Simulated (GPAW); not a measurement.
# NbSi2N4 monolayer: simulated STM images, part 2 of 2

Aim: Tersoff-Hamann images of NbSi2N4 monolayer at several biases.

GPAW 26.7.0; GPAW, PAW setups; layer in a repeated cell with vacuum, relaxation of atoms and in-plane cell (the session's first sound run).

So far. Step 2 (Relaxing the atoms): The relaxation lowered the energy of the cell by 0.287 eV (energies extrapolated to zero smearing; the optimiser's log prints free energies). The largest force left on a free atom is 0.0065 eV/Å.

## Step 3: Plane waves, PBE

The work function is the vacuum plateau of the electrostatic potential less the Fermi level; a dipole layer lets the two faces have plateaus of their own.

This step: GPAW, PAW setups; slab in vacuum (GPAW 26.7.0).

The cell differs from the one that the last finished run ended in (c 21.159 → 21.084 Å).

File run.py:

```python
import json
import numpy as np
from ase import Atoms
from ase.dft.stm import STM
from gpaw import GPAW, PW

slab = Atoms(
    ['N', 'Si', 'N', 'Nb', 'N', 'Si', 'N'],
    positions=[
        [-0.00000, 0.00000, 7.00000],
        [-0.00000, 1.69537, 7.51911],
        [-0.00000, 1.69537, 9.27857],
        [-0.00000, -0.00000, 10.54175],
        [-0.00000, 1.69537, 11.80491],
        [-0.00000, 1.69537, 13.56437],
        [-0.00000, -0.00000, 14.08348]],
    cell=[[2.93648, 0.0, 0.0], [-1.46824, 2.54306, 0.0], [0.0, 0.0, 21.0835]],
    pbc=[True, True, False],
    magmoms=[0.0, 0.0, 0.0, 1.0, 0.0, 0.0, 0.0])

slab.calc = GPAW(mode=PW(500), xc='PBE', kpts={'size': (12, 12, 1), 'gamma': True},
                 occupations={'name': 'fermi-dirac', 'width': 0.05}, nbands='200%',
                 convergence={'density': 1e-05}, maxiter=200,
                 poissonsolver={'dipolelayer': 'xy'},
                 symmetry={'tolerance': 1e-3}, txt='slab.txt')
result = {}
energy = slab.get_potential_energy()
fermi = slab.calc.get_fermi_level()
v = slab.calc.get_electrostatic_potential().mean((0, 1)) - fermi
n = slab.calc.get_pseudo_density().mean((0, 1))
L = slab.cell[2, 2]
z = np.arange(len(v)) * L / len(v)
low, high = slab.positions[:, 2].min(), slab.positions[:, 2].max()
below, above = np.interp([low - 4.8, high + 4.8], z, v)
slopes = [np.interp(x, z, np.gradient(v, z)) for x in (low - 4.8, high + 4.8)]
eps = np.array([[slab.calc.get_eigenvalues(k, s) for k in range(len(slab.calc.get_ibz_k_points()))]
                for s in range(slab.calc.get_number_of_spins())]) - fermi
top, bottom = eps[eps < 0].max(), eps[eps > 0].min()
dipole = slab.get_dipole_moment()[2]
print(f'energy {energy:.4f} eV, Fermi level {fermi:.4f} eV, dipole {dipole:.5f} e A')
print(f'potential 4.8 A off the faces, from the Fermi level: lower {below:.4f} eV, upper {above:.4f} eV')
print(f'slope of the potential there: lower {slopes[0]:.5f}, upper {slopes[1]:.5f} eV/A')
print(f'nearest levels on the mesh: {top:.4f} and {bottom:.4f} eV')
print('magnetic moment', round(slab.get_magnetic_moment(), 3))
result.update(energy=energy, fermi=fermi, dipole=dipole, below=below, above=above, slopes=slopes, edges=[top, bottom],
              z=z.tolist(), v=v.tolist(), n=n.tolist(), positions=slab.positions.tolist(),
              forces=slab.get_forces(apply_constraint=False).tolist(), moments=slab.get_magnetic_moments().tolist())

# Images need the states of the whole zone, up to time reversal
slab.calc = slab.calc.fixed_density(symmetry={'point_group': False}, txt='states.txt', nbands='290%',
                                    convergence={'bands': 'CBM+1.8'})
stm = STM(slab)
result['stm'] = []
for bias in [-2.0, -1.0, 1.5]:
    height = high + 3.0
    current = stm.get_averaged_current(bias, height)
    x, y, h = stm.scan(bias, current)
    i, f = divmod(height / L * stm.ldos.shape[2], 1)
    I = abs((1 - f) * stm.ldos[:, :, int(i)] + f * stm.ldos[:, :, int(i) + 1])
    print(f'bias {bias} V: mean current at 3.0 A {current:.4e}, corrugation {np.ptp(h):.4f} A')
    result['stm'].append(dict(bias=bias, current=current, h=(h - high).tolist(), I=I.tolist()))
json.dump(result, open('result.json', 'w'))
```

On the command line:

```console
$ OMP_NUM_THREADS=1 OPENBLAS_NUM_THREADS=1 python run.py
```

Log:

```text
energy -58.7947 eV, Fermi level 1.3831 eV, dipole -0.00029 e A
potential 4.8 A off the faces, from the Fermi level: lower 5.4959 eV, upper 5.5028 eV
slope of the potential there: lower -0.00098, upper 0.00098 eV/A
nearest levels on the mesh: -0.0260 and 0.0584 eV
magnetic moment 0.863
bias -2.0 V: mean current at 3.0 A 2.4455e-05, corrugation 0.3566 A
bias -1.0 V: mean current at 3.0 A 2.2732e-06, corrugation 0.3364 A
bias 1.5 V: mean current at 3.0 A 5.3654e-06, corrugation 0.1797 A
```

The job ended after 5.3 min (1 thread of Intel Xeon Platinum 8488C (Sapphire Rapids), shared host; peak memory 1.1 GiB).

Numbers from this step:

| Item | Value |
| --- | --- |
| dipole along the normal | -2.95e-4 e·Å |
| levels nearest the Fermi level on the mesh | -0.02603, 0.05835 eV from the Fermi level |
| upper work function | 5.503 eV |
| lower work function | 5.496 eV |
| site moments | 0.004021, 0.009180, 0.002477, 0.5426, 0.002477, 0.009180, 0.004021 μB |
| corrugation -2 | 0.3566 Å |
| corrugation -1 | 0.3364 Å |
| corrugation 1.5 | 0.1797 Å |
| sum of the site moments | 0.5740 μB |

The electrostatic potential energy of an electron (without an applied field's), less the Fermi level, planar mean oscillates, so the rows of the table below give means over windows of 1.04 Å about each position, cut where the curve ends. Its maxima inside the range that stand out by 2 % of the span (Å: eV): 8.7: 0.229, 9.7: -7.76, 11.4: -7.76, 12.4: 0.231. Its minima: 7.2: -22.8, 9.3: -12.5, 10.5: -27.2, 11.8: -12.5, 13.9: -22.8.

Electrostatic potential energy of an electron (without an applied field's), less the Fermi level, planar mean against z; means over each step:

```
z (Å)  electrostatic potential energy of an electron (without an applied field's), less the Fermi level, planar mean (eV)
 0.52                                                                                                                5.50
 1.56                                                                                                                5.50
 2.60                                                                                                                5.50
 3.64                                                                                                                5.49
 4.68                                                                                                                5.46
 5.72                                                                                                                4.59
 6.76                                                                                                               -11.3
 7.80                                                                                                               -13.6
 8.84                                                                                                               -4.13
 9.88                                                                                                               -13.5
10.92                                                                                                               -18.0
11.96                                                                                                               -6.64
13.00                                                                                                               -7.95
14.04                                                                                                               -17.1
15.08                                                                                                                3.21
16.12                                                                                                                5.42
17.16                                                                                                                5.50
18.20                                                                                                                5.50
19.24                                                                                                                5.50
20.28                                                                                                                5.50
```

The pseudo valence density, planar mean oscillates, so the rows of the table below give means over windows of 1 Å about each position, cut where the curve ends. Its maxima inside the range that stand out by 2 % of the span (Å: e/Å³): 7.2: 0.854, 9.4: 0.766, 10.5: 1.60, 11.7: 0.766, 13.9: 0.854. Its minima: 8.3: 0.242, 9.8: 0.662, 11.3: 0.662, 12.8: 0.242.

Table of pseudo valence density, planar mean by z; means over each step:

z (Å), pseudo valence density, planar mean (e/Å³) and a bar:
```
        3       0.00 
        4       0.00 
        5       0.01 
        6       0.14 ####
        7       0.71 #####################
        8       0.32 #########
        9       0.57 #################
       10       0.94 ############################
       11       1.01 ##############################
       12       0.60 ##################
       13       0.30 #########
       14       0.72 #####################
       15       0.17 #####
       16       0.01 
       17       0.00 
       18       0.00
```

Tip height over the top atom over a1 and a2. Sample bias -2 V, constant current at the mean current 3.0 Å over the top atom.

Ten even steps from '0' (2.82 Å) to '9' (3.17 Å):
```
9988753223578899
9886542224568899
8865432234568888
7754311134577888
6543111134566666
4322111223455555
3222112223334433
2223332222222222
3344443321100112
4555554321000123
6766765320000235
7888765420002456
8888865421124568
9998865321235688
9998865322356889
9998764323467899
```
Columns: a1 from 0 to 0.938; rows upwards: a2 from 0 to 0.938.

Local density of states summed over the bias window over a1 and a2. Sample bias -2 V, constant height 3.0 Å over the top atom.

Ten even steps from '_' (1.25 × 1e-5 arbitrary) to '@' (3.94 × 1e-5 arbitrary):
```
@@@@%%##**==--....--==**##%%@@@@
@@%%##**==--::..::--==**##%%@@@@
%%##**==--::....::--==**##%%%%%%
##**==--::......::--==**########
++==--::........::--==++++++++++
==--::..........::--============
::................::::--------::
....::::::::::........::::::....
::------------::..____________..
==============::..__________..::
++********++==--::________::--==
##########++==--::______::--==++
%%%%%%%%##++==--::____::--==++##
@@@@@@%%##++==--..__..--==++##%%
@@@@@@%%##++==::....::==++##%%@@
@@@@@@%%##++==::..::==++##%%@@@@
```
Columns: a1 from 0 to 0.938; rows upwards: a2 from 0 to 0.938.

Tip height over the top atom over a1 and a2. Sample bias -1 V, constant current at the mean current 3.0 Å over the top atom.

Values in Å, 16 rows by 16 columns:
```
3.12 3.12 3.09 3.06 3.06 3.05 3.00 2.97 2.97 3.00 3.05 3.06 3.06 3.09 3.12 3.12
3.12 3.09 3.05 3.04 3.05 3.03 2.99 2.97 2.99 3.03 3.05 3.04 3.05 3.09 3.12 3.12
3.10 3.06 3.04 3.04 3.04 3.00 2.98 2.98 3.00 3.04 3.04 3.04 3.06 3.10 3.11 3.11
3.07 3.06 3.05 3.04 3.01 2.99 2.99 2.99 3.01 3.04 3.05 3.06 3.07 3.08 3.08 3.08
3.04 3.05 3.03 3.00 2.99 2.99 2.99 2.99 3.00 3.03 3.05 3.04 3.04 3.04 3.04 3.04
3.00 3.00 2.99 2.98 2.99 2.99 2.99 2.98 2.99 3.00 3.00 2.97 2.97 2.98 2.97 2.97
2.96 2.97 2.97 2.98 2.99 2.99 2.98 2.97 2.97 2.96 2.93 2.91 2.92 2.92 2.91 2.93
2.95 2.97 2.99 3.00 3.01 3.00 2.99 2.97 2.95 2.92 2.89 2.88 2.88 2.88 2.89 2.92
2.96 3.00 3.03 3.04 3.04 3.03 3.00 2.96 2.92 2.89 2.86 2.83 2.83 2.86 2.89 2.92
3.00 3.05 3.05 3.04 3.05 3.05 3.00 2.93 2.89 2.86 2.81 2.79 2.81 2.86 2.89 2.93
3.04 3.06 3.04 3.04 3.06 3.04 2.97 2.91 2.88 2.83 2.79 2.79 2.83 2.88 2.91 2.97
3.07 3.06 3.05 3.06 3.07 3.04 2.97 2.92 2.88 2.83 2.81 2.83 2.88 2.92 2.97 3.04
3.10 3.09 3.09 3.10 3.08 3.04 2.98 2.92 2.88 2.86 2.86 2.88 2.92 2.98 3.04 3.08
3.12 3.12 3.12 3.11 3.08 3.04 2.97 2.91 2.89 2.89 2.89 2.91 2.97 3.04 3.08 3.11
3.12 3.12 3.12 3.11 3.08 3.04 2.97 2.93 2.92 2.92 2.93 2.97 3.04 3.08 3.11 3.12
3.12 3.12 3.12 3.10 3.07 3.04 3.00 2.96 2.95 2.96 3.00 3.04 3.07 3.10 3.12 3.12
```
Columns: a1 from 0 to 0.938; rows upwards: a2 from 0 to 0.938.

Local density of states summed over the bias window over a1 and a2. Sample bias -1 V, constant height 3.0 Å over the top atom.

Ten even steps from '0' (1.04 × 1e-6 arbitrary) to '9' (3.13 × 1e-6 arbitrary):
```
9987775445777899
9877765456777899
8777754457777899
7777655567777888
6765555556766666
5554555455555555
4444554444333333
3455655433222223
4567765432111123
5777775321000123
6777765321001235
7777765321012356
8888865321123568
9999865322235689
9999865333356899
9998765434567899
```
Columns: a1 from 0 to 0.938; rows upwards: a2 from 0 to 0.938.

Tip height over the top atom over a1 and a2. Sample bias 1.5 V, constant current at the mean current 3.0 Å over the top atom.

Ten even steps from '_' (2.90 Å) to '@' (3.08 Å):
```
%%##****####++====++####****##%%
##**++**%%##++==++##%%**++**####
******####**++++**####******####
####%%##**++++++**##%%##########
######**++****++**##############
++++++++++**++++++++++++++++++++
--====++++++++====--------------
--==++******++==--::::::::::::::
--++########++--::::..____..::::
++##%%##%%##++--::..______..::--
####****####++--::________::--++
##**++**####++--::______::--++##
********####++--::....::--++####
############++--::::::--++######
%%%%########++--::::--++########
@@%%##**####++------++####**##%%
```
Columns: a1 from 0 to 0.938; rows upwards: a2 from 0 to 0.938.

Local density of states summed over the bias window over a1 and a2. Sample bias 1.5 V, constant height 3.0 Å over the top atom.

Ten even steps from '_' (4.01 × 1e-6 arbitrary) to '@' (6.41 × 1e-6 arbitrary):
```
@@##****####**====**####****##@@
##******%%##++++++##%%******##%%
##****##%%**++++**%%##****######
####%%%%##******##%%%%##########
**####************####****####**
++**++++******++++**++++++++++++
--==++++****++++==------====----
::==++**##**++==::::..::::::..::
--**##%%%%##**--::..________..::
++##%%##%%##++--..__________..--
**##****##**++--::________::--++
##******##**++==::______::==++**
##****######++==::____::==++####
############++--......--++######
@@@@%%####**++--::::--++**####%%
@@@@######**++--::--++**######@@
```
Columns: a1 from 0 to 0.938; rows upwards: a2 from 0 to 0.938.

Force by atom:

```
atom  x (eV/Å)  y (eV/Å)  z (eV/Å)   size
  N1     0.000     0.000    -0.185  0.185
 Si2     0.000     0.000     0.029  0.029
  N3     0.000     0.000     0.040  0.040
 Nb4     0.000     0.000     0.000  0.000
  N5     0.000     0.000    -0.040  0.040
 Si6     0.000     0.000    -0.029  0.029
  N7     0.000     0.000     0.185  0.185
```

The potential is flat to 9.8e-4 eV/Å where it is read, so the vacuum is wide enough.

## Step 4: Outcome

| Item | Value |
| --- | --- |
| work function, upper and lower face | 5.503 and 5.496 eV |
| dipole along the normal | -2.9e-4 e Å |
| corrugation at -2 V | 0.357 Å |
| corrugation at -1 V | 0.336 Å |
| corrugation at 1.5 V | 0.180 Å as printed, 0.14 Å or less without short-wave noise |

**Reading.** At 1.5 V GPAW's map carries short-wave noise, which can't be real at this height: without waves under 1.5 Å it spans 0.14 Å against 0.18 Å printed. The reading below uses the filtered value, which may still be too high. The corrugation at constant current is largest at -2 V, where the tip height varies by 0.36 Å over the cell. Negative sample bias images filled states, positive bias empty ones. The images are of Tersoff-Hamann type: an s-wave tip, no tip-sample forces, heights closer than in a microscope. The small printed dipole stands for a step of 7.1 meV from the lower to the upper face, and the probes find 6.9 meV; values this small are near the numerical noise of both. One magnetic start was tried; another order may lie lower. The layer's cell and atoms come from the relaxation; spin-orbit coupling and temperature are left out.

[Logs are printed without paths, hosts, clocks, repeated set-up lines and the standing remarks that a program may print on its own settings, such as how far it seeks lower states.]

[Hosts, paths, dates, database ids (printed as entryN), source tags and the programs' standing remarks are cut or masked in the printed files.]
